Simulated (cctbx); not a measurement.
**Interatomic vectors of Er4Co5Si6**

Space group Cmc2_1 (no. 36), a = 3.9030 Å, b = 17.6910 Å, c = 14.4200 Å, α = 90.00°, β = 90.00°, γ = 90.00°, content Er16 Co20 Si24.

The data are simulated with cctbx, not measured: synchrotron X-rays, λ = 0.4959 Å, to d = 0.77 Å, 95 % of the full sphere, strongest reflection 40000 counts, noise from counting, a 1.5 % proportional error and a noise floor of 15 counts (s.d.); no absorption.

Patterson synthesis, origin scaled to 1000:

```text
Patterson group C m m m
      u       v       w   height  length (A)
  0.000   0.000   0.000   1000.0     0.00
  0.000   0.332   0.500    253.0     9.30
  0.000   0.195   0.039    236.6     3.50
  0.000   0.000   0.346    203.2     4.99
  0.000   0.146   0.191    201.1     3.78
  0.000   0.193   0.311    193.7     5.64
  0.000   0.000   0.271    193.1     3.91
  0.000   0.051   0.500    177.1     7.27
  0.000   0.145   0.460    155.0     7.11
  0.000   0.342   0.153    149.6     6.44
  0.000   0.478   0.173    128.1     8.82
  0.000   0.379   0.000    106.6     6.70
  0.000   0.050   0.231     96.1     3.44
  0.000   0.321   0.214     71.3     6.46
```

Q: Assign the vectors.

A peak at u stands for all pairs with xi − xj = u, with weight Σ ZiZj against Σ Z² = 93268 at the origin. Peak heights follow these weights only roughly, since form factors, motion and series ripples differ, all vectors within 0.55 Å of a peak are counted as merged into it though the farther ones add only part of their weight, and F(000) is left out, which lowers the whole map:

| u | v | w | shortest length (Å) | height | 1000 ΣZiZj/ΣZ² | pairs in the cell |
| --- | --- | --- | --- | --- | --- | --- |
| 0.000 | 0.332 | 0.500 | 8.04 | 253 | 403 | 4 × Er–Er, 8 × Er–Co, 6 × Co–Co |
| 0.000 | 0.195 | 0.039 | 3.50 | 237 | 318 | 4 × Er–Er, 4 × Er–Co, 4 × Er–Si |
| 0.000 | 0.000 | 0.346 | 4.99 | 203 | 356 | 4 × Er–Er, 8 × Er–Co |
| 0.000 | 0.146 | 0.191 | 3.78 | 201 | 227 | 4 × Er–Er, 6 × Co–Si, 2 × Si–Si |
| 0.000 | 0.193 | 0.311 | 5.64 | 194 | 297 | 4 × Er–Er, 4 × Er–Co, 2 × Er–Si |
| 0.000 | 0.000 | 0.271 | 3.91 | 193 | 271 | 4 × Er–Er, 4 × Co–Co, 12 × Si–Si, 4 × Co–Si |
| 0.000 | 0.051 | 0.500 | 7.27 | 177 | 296 | 4 × Er–Er, 8 × Er–Si, 4 × Co–Si |
| 0.000 | 0.145 | 0.460 | 7.11 | 155 | 206 | 4 × Er–Er, 2 × Co–Si |
| 0.000 | 0.342 | 0.153 | 4.06 | 150 | 234 | 2 × Er–Er, 4 × Er–Co, 4 × Co–Co, 12 × Si–Si |
| 0.000 | 0.478 | 0.173 | 3.19 | 128 | 230 | 8 × Er–Co, 4 × Er–Si, 4 × Co–Co |

The table stops at ten peaks or at a height of 45, below which ripples compete. In the model behind the data Er, the heaviest element, has 4 independent sites: (0, 0.0308, 0.0013), (0, 0.1666, 0.5371), (0, 0.1781, 0.1846) and (0, 0.0193, 0.7347), up to an allowed shift of origin; the Er–Er vectors are differences of these positions and their symmetry mates. The whole model:

| atom | mult. | x | y | z | Ueq (Å²) |
| --- | --- | --- | --- | --- | --- |
| Er1 | 4 | 0 | 0.0308 | 0.0013 | 0.0082 |
| Er2 | 4 | 0 | 0.1666 | 0.5371 | 0.0067 |
| Er3 | 4 | 0 | 0.1781 | 0.1846 | 0.0072 |
| Er4 | 4 | 0 | 0.0193 | 0.7347 | 0.0086 |
| Co1 | 4 | 0 | 0.4343 | 0.9237 | 0.0109 |
| Co2 | 4 | 0 | 0.1538 | 0.8601 | 0.0126 |
| Co3 | 4 | 1/2 | 0.1524 | 0.7203 | 0.0118 |
| Co4 | 4 | 0 | 0.2999 | 0.8589 | 0.0113 |
| Co5 | 4 | 0 | 0.3471 | 0.5089 | 0.0099 |
| Si1 | 4 | 0 | 0.1149 | 0.3548 | 0.0150 |
| Si2 | 4 | 1/2 | 0.0659 | 0.8656 | 0.0116 |
| Si3 | 4 | 1/2 | 0.0604 | 0.5875 | 0.0153 |
| Si4 | 4 | 0 | 0.2271 | 0.7219 | 0.0159 |
| Si5 | 4 | 0 | 0.4338 | 0.6417 | 0.0155 |
| Si6 | 4 | 0 | 0.2250 | 0.0052 | 0.0145 |

This is a model crystal, built by substitution and not relaxed, with assumed displacement parameters.

[Logs are printed without paths, hosts, clocks, repeated set-up lines and the standing remarks that a program may print on its own settings, such as how far it seeks lower states.]
